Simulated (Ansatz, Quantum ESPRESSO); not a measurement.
# RbTaTe3 (Pm-3m): zone-centre phonons, part 2 of 3

Aim: the zone-centre modes of RbTaTe3 (Pm-3m).

Quantum ESPRESSO 8.0 development, patched; DFT LDA, scalar-relativistic, plane waves, PseudoDojo norm-conserving pseudopotentials.

So far. Step 2 (A first look): No gap opens on this mesh, so smearing is kept; the start stands at -3.6 GPa. Step 4 (Ground state): The cell stands at 0.0030 GPa, close enough for phonons. The relaxed cell has a = 5.410 Å (conventional setting).

The structure was built from a prototype and need not be the compound's stable phase.

### 5. Zone-centre response

At q = 0 one unit cell holds all displacements; symmetry groups them into irreducible representations that are solved one by one. With smeared occupations no response to a homogeneous field can be asked.

ph.in

```
phonons
&INPUTPH
  prefix       = 'x'
  outdir       = './tmp'
  fildyn       = 'g.dyn'
  tr2_ph       = 1.0d-18
  alpha_mix(1) = 0.4
  nmix_ph      = 8
/
0.000000000000 0.000000000000 0.000000000000
```

Command:

```sh
$ OMP_NUM_THREADS=1 mpirun -n 4 ph.x -nk 4 -in ph.in > ph.out
```

The program printed:

```text
[banners, grids, parts of the stress and lines that vanish by symmetry left out]
[banner, memory and clock lines left out]
Program PHONON v.8.0dev

     Dynamical matrices for q-points given in input
     (   1q-points):
       N         xq(1)         xq(2)         xq(3)
       1   0.000000000   0.000000000   0.000000000

     ./tmp/x.save/

     IMPORTANT: XC functional enforced from input :
     Exchange-correlation= PW
                           (   1   4   0   0   0   0   0)
     Any further DFT definition will be discarded
     Please, verify this is what you really want

     G-vector sticks info

     Reading collected, re-writing distributed wavefunctions in ./tmp/

     Number and degeneracy of irreps per q-point
       N         xq(1)         xq(2)         xq(3)   N irreps
       1   0.000000000   0.000000000   0.000000000       5
        3   3   3   3   3

     Calculation of q =    0.0000000   0.0000000   0.0000000

     phonons

     bravais-lattice index     =            1
     lattice parameter (alat)  =      10.2240  a.u.
     unit-cell volume          =    1068.7189 (a.u.)^3
     number of atoms/cell      =            5
     number of atomic types    =            3
     kinetic-energy cut-off    =      82.0000  Ry
     charge density cut-off    =     328.0000  Ry
     convergence threshold     =      1.0E-18
     beta                      =       0.4000
     number of iterations used =            8
     Exchange-correlation= PW
                           (   1   4   0   0   0   0   0)

     celldm(1)=   10.22401  celldm(2)=    0.00000  celldm(3)=    0.00000
     celldm(4)=    0.00000  celldm(5)=    0.00000  celldm(6)=    0.00000

     crystal axes: (cart. coord. in units of alat)
               a(1) = (  1.0000  0.0000  0.0000 )
               a(2) = (  0.0000  1.0000  0.0000 )
               a(3) = (  0.0000  0.0000  1.0000 )

     reciprocal axes: (cart. coord. in units 2 pi/alat)
               b(1) = (  1.0000  0.0000  0.0000 )
               b(2) = (  0.0000  1.0000  0.0000 )
               b(3) = (  0.0000  0.0000  1.0000 )

     Atoms inside the unit cell:

     Cartesian axes

     site n.  atom      mass           positions (alat units)
        1  Rb     85.4678   tau(    1) = (    0.00000    0.00000    0.00000  )
        2  Ta    180.9479   tau(    2) = (    0.50000    0.50000    0.50000  )
        3  Te    127.6000   tau(    3) = (    0.50000    0.50000    0.00000  )
        4  Te    127.6000   tau(    4) = (    0.50000    0.00000    0.50000  )
        5  Te    127.6000   tau(    5) = (    0.00000    0.50000    0.50000  )

     Computing dynamical matrix for
                    q = (   0.0000000   0.0000000   0.0000000 )

     49 Sym.Ops. (with q -> -q+G )

     G cutoff =  868.4732  ( 107207 G-vectors)     FFT grid: ( 60, 60, 60)

     number of k points=    20  Marzari-Vanderbilt smearing, width (Ry)=  0.0200
                       cart. coord. in units 2pi/alat
        k(    1) = (   0.0000000   0.0000000   0.0000000), wk =   0.0092593
        k(    2) = (   0.0000000   0.0000000   0.1666667), wk =   0.0555556
        k(    3) = (   0.0000000   0.0000000   0.3333333), wk =   0.0555556
        [... further k-points left out ...]

     PseudoPot. # 1 for Rb read from file:
     ./pseudo/Rb.upf
     Pseudo is Norm-conserving + core correction, Zval =  9.0
     Using radial grid of 2226 points,  6 beta functions with:
                l(1) =   0
                l(2) =   0
                l(3) =   1
                l(4) =   1
                l(5) =   2
                l(6) =   2

     PseudoPot. # 2 for Ta read from file:
     ./pseudo/Ta.upf
     Pseudo is Norm-conserving + core correction, Zval = 13.0
     Using radial grid of 1432 points,  8 beta functions with:
                l(1) =   0
                l(2) =   0
                l(3) =   1
                l(4) =   1
                l(5) =   2
                l(6) =   2
                l(7) =   3
                l(8) =   3

     PseudoPot. # 3 for Te read from file:
     ./pseudo/Te.upf
     Pseudo is Norm-conserving + core correction, Zval = 16.0
     Using radial grid of 1278 points,  6 beta functions with:
                l(1) =   0
                l(2) =   0
                l(3) =   1
                l(4) =   1
                l(5) =   2
                l(6) =   2

     Mode symmetry, O_h (m-3m)  point group:

     Atomic displacements:
     There are    5 irreducible representations

     Representation     1      3 modes -  To be done

     Representation     2      3 modes -  To be done

     Representation     3      3 modes -  To be done

     Representation     4      3 modes -  To be done

     Representation     5      3 modes -  To be done

     Alpha used in Ewald sum =   2.8000

     Representation #   1 modes #   1   2   3

     Self-consistent Calculation

     The passes end when |ddv_scf|^2 is under  2.6E-20 (on this mesh; tr2_ph alone asks  1.0E-18)
      iter #   1   av.it.:   8.7
      thresh= 1.000E-02 alpha_mix =  0.400 |ddv_scf|^2 =  8.637E-07
      iter #   2   av.it.:  15.8
      thresh= 9.294E-05 alpha_mix =  0.400 |ddv_scf|^2 =  5.416E-08
      iter #   3   av.it.:  15.8
      thresh= 2.327E-05 alpha_mix =  0.400 |ddv_scf|^2 =  1.047E-09
      iter #   4   av.it.:  16.5
      thresh= 3.236E-06 alpha_mix =  0.400 |ddv_scf|^2 =  9.424E-11
      iter #   5   av.it.:  16.7
      thresh= 9.708E-07 alpha_mix =  0.400 |ddv_scf|^2 =  7.736E-12
      iter #   6   av.it.:  16.4
      thresh= 2.781E-07 alpha_mix =  0.400 |ddv_scf|^2 =  7.963E-14
      iter #   7   av.it.:  16.8
      thresh= 2.822E-08 alpha_mix =  0.400 |ddv_scf|^2 =  3.927E-15
      iter #   8   av.it.:  16.8
      thresh= 6.266E-09 alpha_mix =  0.400 |ddv_scf|^2 =  2.263E-16
      iter #   9   av.it.:  16.4
      thresh= 1.504E-09 alpha_mix =  0.400 |ddv_scf|^2 =  1.911E-17
      iter #  10   av.it.:  16.8
      thresh= 4.372E-10 alpha_mix =  0.400 |ddv_scf|^2 =  6.482E-19
      iter #  11   av.it.:  16.8
      thresh= 8.051E-11 alpha_mix =  0.400 |ddv_scf|^2 =  1.059E-20

     End of self-consistent calculation

     Convergence has been achieved

     Representation #   2 modes #   4   5   6

     Self-consistent Calculation

     The passes end when |ddv_scf|^2 is under  2.6E-20 (on this mesh; tr2_ph alone asks  1.0E-18)
      iter #   1   av.it.:   7.5
      thresh= 1.000E-02 alpha_mix =  0.400 |ddv_scf|^2 =  6.367E-07
      iter #   2   av.it.:  14.7
      thresh= 7.979E-05 alpha_mix =  0.400 |ddv_scf|^2 =  4.364E-08
      iter #   3   av.it.:  14.9
      thresh= 2.089E-05 alpha_mix =  0.400 |ddv_scf|^2 =  7.446E-10
[...]
End of self-consistent calculation

     Convergence has been achieved

     Representation #   3 modes #   7   8   9

     Self-consistent Calculation

     The passes end when |ddv_scf|^2 is under  2.6E-20 (on this mesh; tr2_ph alone asks  1.0E-18)
[...]
End of self-consistent calculation

     Convergence has been achieved

     Representation #   4 modes #  10  11  12

     Self-consistent Calculation

     The passes end when |ddv_scf|^2 is under  2.6E-20 (on this mesh; tr2_ph alone asks  1.0E-18)
[...]
End of self-consistent calculation

     Convergence has been achieved

     Representation #   5 modes #  13  14  15

     Self-consistent Calculation

     The passes end when |ddv_scf|^2 is under  2.6E-20 (on this mesh; tr2_ph alone asks  1.0E-18)
[...]
iter #   4   av.it.:  16.1
      thresh= 1.611E-06 alpha_mix =  0.400 |ddv_scf|^2 =  7.759E-13
      iter #   5   av.it.:  15.3
      thresh= 8.808E-08 alpha_mix =  0.400 |ddv_scf|^2 =  1.417E-13
      iter #   6   av.it.:  15.9
      thresh= 3.764E-08 alpha_mix =  0.400 |ddv_scf|^2 =  1.502E-15
      iter #   7   av.it.:  16.3
      thresh= 3.876E-09 alpha_mix =  0.400 |ddv_scf|^2 =  2.880E-17
      iter #   8   av.it.:  16.2
      thresh= 5.367E-10 alpha_mix =  0.400 |ddv_scf|^2 =  2.634E-18
      iter #   9   av.it.:  16.6
      thresh= 1.623E-10 alpha_mix =  0.400 |ddv_scf|^2 =  7.685E-20
      iter #  10   av.it.:  16.8
      thresh= 2.772E-11 alpha_mix =  0.400 |ddv_scf|^2 =  3.391E-22

     End of self-consistent calculation

     Convergence has been achieved

     Number of q in the star =    1
     List of q in the star:
          1   0.000000000   0.000000000   0.000000000

     Diagonalizing the dynamical matrix

     q = (    0.000000000   0.000000000   0.000000000 )

 **************************************************************************
     freq (    1) =       0.030665 [THz] =       1.022880 [cm-1]
     freq (    2) =       0.030665 [THz] =       1.022880 [cm-1]
     freq (    3) =       0.030665 [THz] =       1.022880 [cm-1]
     freq (    4) =       0.617003 [THz] =      20.581016 [cm-1]
     freq (    5) =       0.617003 [THz] =      20.581016 [cm-1]
     freq (    6) =       0.617003 [THz] =      20.581016 [cm-1]
     freq (    7) =       1.203445 [THz] =      40.142620 [cm-1]
     freq (    8) =       1.203445 [THz] =      40.142620 [cm-1]
     freq (    9) =       1.203445 [THz] =      40.142620 [cm-1]
     freq (   10) =       1.831664 [THz] =      61.097723 [cm-1]
     freq (   11) =       1.831664 [THz] =      61.097723 [cm-1]
     freq (   12) =       1.831664 [THz] =      61.097723 [cm-1]
     freq (   13) =       5.483312 [THz] =     182.903598 [cm-1]
     freq (   14) =       5.483312 [THz] =     182.903598 [cm-1]
     freq (   15) =       5.483312 [THz] =     182.903598 [cm-1]
 **************************************************************************

     Mode symmetry, O_h (m-3m)  point group:

     freq (   1-   3) =          1.0  [cm-1]   --> T_1u G_15  G_4- I
     freq (   4-   6) =         20.6  [cm-1]   --> T_1u G_15  G_4- I
     freq (   7-   9) =         40.1  [cm-1]   --> T_2u G_25  G_5-
     freq (  10-  12) =         61.1  [cm-1]   --> T_1u G_15  G_4- I
     freq (  13-  15) =        182.9  [cm-1]   --> T_1u G_15  G_4- I
```

Wall time 52 min (4 MPI ranks of Arm Neoverse V1, shared host); 3.4 h of CPU time.

Numbers from this step:

```yaml
largest_acoustic_frequency_at_the_zone_centre_before_the_sum_rule: 1.02 cm⁻¹
highest_optical_zone_centre_mode_no_lo_to_term: 182.9 cm⁻¹
lowest_optical_zone_centre_mode: 20.58 cm⁻¹
```

The acoustic modes at Γ come out as far as 1.0 cm⁻¹ from zero, where they should vanish, a small numerical error.

### 6. Modes with the sum rule

A rigid shift of the crystal must cost nothing, but grids and finite bases break this; the acoustic sum rule is imposed before the matrix is diagonalised again.

dynmat.in

```
&INPUT
  fildyn = 'g.dyn'
  asr    = 'simple'
  fileig = 'dynmat.eig'
/
```

Command:

```sh
$ dynmat.x -in dynmat.in > dynmat.out
```

The program printed:

```text
[banner, memory and clock lines left out]
Program DYNMAT v.8.0dev

     Reading Dynamical Matrix from file g.dyn
     ...Force constants read
     ...epsilon and Z* not read (not found on file)
     A direction for q was not specified:TO-LO splitting will be absent

     Polarizability (A^3 units)
     multiply by 1.000000 for Clausius-Mossotti correction (not under assume_isolated = 'mt')
         0.000000    0.000000    0.000000
         0.000000    0.000000    0.000000
         0.000000    0.000000    0.000000

     IR activities are in (D/A)^2/amu units

# mode   [cm-1]    [THz]      IR
    1     -0.00   -0.0000    0.0000
    2      0.00    0.0000    0.0000
    3      0.00    0.0000    0.0000
    4     20.56    0.6165    0.0000
    5     20.56    0.6165    0.0000
    6     20.56    0.6165    0.0000
    7     40.12    1.2028    0.0000
    8     40.12    1.2028    0.0000
    9     40.12    1.2028    0.0000
   10     61.09    1.8315    0.0000
   11     61.09    1.8315    0.0000
   12     61.09    1.8315    0.0000
   13    182.90    5.4832    0.0000
   14    182.90    5.4832    0.0000
   15    182.90    5.4832    0.0000

[end of the log left out, with the tail of the file of modes that dynmat.x writes under the same name]
```

Wall time 0.47 s (1 thread).

Read from the output:

* lowest optical zone-centre mode: 20.56 cm⁻¹

Unit eigenvectors of the mass-weighted matrix after the sum rule; no LO-TO term. The modes at Γ (shares of kinetic energy by element, %):

| mode | frequency (cm⁻¹) | symmetry | Rb % | Ta % | Te % |
| --- | --- | --- | --- | --- | --- |
| 1 | 0.0 | acoustic | 13 | 28 | 59 |
| 2 | 0.0 | acoustic | 13 | 28 | 59 |
| 3 | 0.0 | acoustic | 13 | 28 | 59 |
| 4 | 20.6 | T1u | 18 | 51 | 32 |
| 5 | 20.6 | T1u | 18 | 51 | 32 |
| 6 | 20.6 | T1u | 18 | 51 | 32 |
| 7 | 40.1 | T2u | 0 | 0 | 100 |
| 8 | 40.1 | T2u | 0 | 0 | 100 |
| 9 | 40.1 | T2u | 0 | 0 | 100 |
| 10 | 61.1 | T1u | 69 | 2 | 29 |
| 11 | 61.1 | T1u | 69 | 2 | 29 |
| 12 | 61.1 | T1u | 69 | 2 | 29 |
| 13 | 182.9 | T1u | 0 | 19 | 81 |
| 14 | 182.9 | T1u | 0 | 19 | 81 |
| 15 | 182.9 | T1u | 0 | 19 | 81 |

Displacements in mode 6 (20.6 cm⁻¹), the largest set to 1:
```
Rb1 -0.01  0.02 -0.85
Ta2  0.01 -0.02  1.00
Te3 -0.01  0.01  0.37
Te4 -0.01 -0.01 -0.61
Te5  0.00  0.01 -0.61
```

Displacements in mode 7 (40.1 cm⁻¹), the largest set to 1:
```
Rb1  0.00  0.00  0.00
Ta2  0.00  0.00  0.00
Te3 -0.04  0.29  0.00
Te4  0.04  0.00  1.00
Te5  0.00 -0.29 -1.00
```

The rule moves no optical mode by more than 0.1 cm⁻¹.

### 7. Sum rules set otherwise: a sum rule for molecules or wires on a crystal

This rule also removes rotations, which suits molecules and not a crystal; it is tried to see the harm.

dynmat.in

```
&INPUT
  fildyn = 'g.dyn'
  asr    = 'zero-dim'
  fileig = 'dynmat.eig'
/
```

Command:

```sh
$ dynmat.x -in dynmat.in > dynmat.out
```

The program printed:

```text
[banner, memory and clock lines left out]
Program DYNMAT v.8.0dev

     Reading Dynamical Matrix from file g.dyn
     ...Force constants read
     ...epsilon and Z* not read (not found on file)
     Warning: this looks like a crystal, not a molecule in a box: use asr = 'crystal'
     Acoustic Sum Rule: || Z*(ASR) - Z*(orig)|| =    0.000000E+00
     Acoustic Sum Rule: ||dyn(ASR) - dyn(orig)||=    1.194797E-01
     A direction for q was not specified:TO-LO splitting will be absent

     Polarizability (A^3 units)
     multiply by 1.000000 for Clausius-Mossotti correction (not under assume_isolated = 'mt')
         0.000000    0.000000    0.000000
         0.000000    0.000000    0.000000
         0.000000    0.000000    0.000000

     IR activities are in (D/A)^2/amu units

# mode   [cm-1]    [THz]      IR
    1     -0.00   -0.0000    0.0000
    2     -0.00   -0.0000    0.0000
    3     -0.00   -0.0000    0.0000
    4      0.00    0.0000    0.0000
    5      0.00    0.0000    0.0000
    6      0.00    0.0000    0.0000
    7     20.58    0.6169    0.0000
    8     35.60    1.0672    0.0000
    9     35.60    1.0672    0.0000
   10     54.98    1.6481    0.0000
   11     54.98    1.6481    0.0000
   12     61.10    1.8317    0.0000
   13    178.55    5.3528    0.0000
   14    178.55    5.3528    0.0000
   15    182.90    5.4833    0.0000

[end of the log left out, with the tail of the file of modes that dynmat.x writes under the same name]
```

Wall time 0.45 s (1 thread).

The program raised no error, yet the settings are not those of a careful run.

The fault: a sum rule for molecules or wires on a crystal; 3 optical modes are projected out to zero frequency, as if they were rotations.

For a crystal the rule has to be 'simple' or 'crystal'.

Zone-centre frequencies as printed; negative means imaginary. Modes:

| mode | frequency (cm⁻¹) |
| --- | --- |
| 1 | 0 |
| 2 | 0 |
| 3 | 0 |
| 4 | 0 |
| 5 | 0 |
| 6 | 0 |
| 7 | 20.58 |
| 8 | 35.6 |
| 9 | 35.6 |
| 10 | 54.98 |
| 11 | 54.98 |
| 12 | 61.1 |
| 13 | 178.6 |
| 14 | 178.6 |
| 15 | 182.9 |

(Continued in part 3 of 3.)

[Host names and launcher messages were left out of these logs when they were recorded.]

[Logs are printed without paths, hosts, clocks, repeated set-up lines and the standing remarks that a program may print on its own settings, such as how far it seeks lower states.]

[Hosts, paths, dates, database ids (printed as entryN), source tags and the programs' standing remarks are cut or masked in the printed files.]
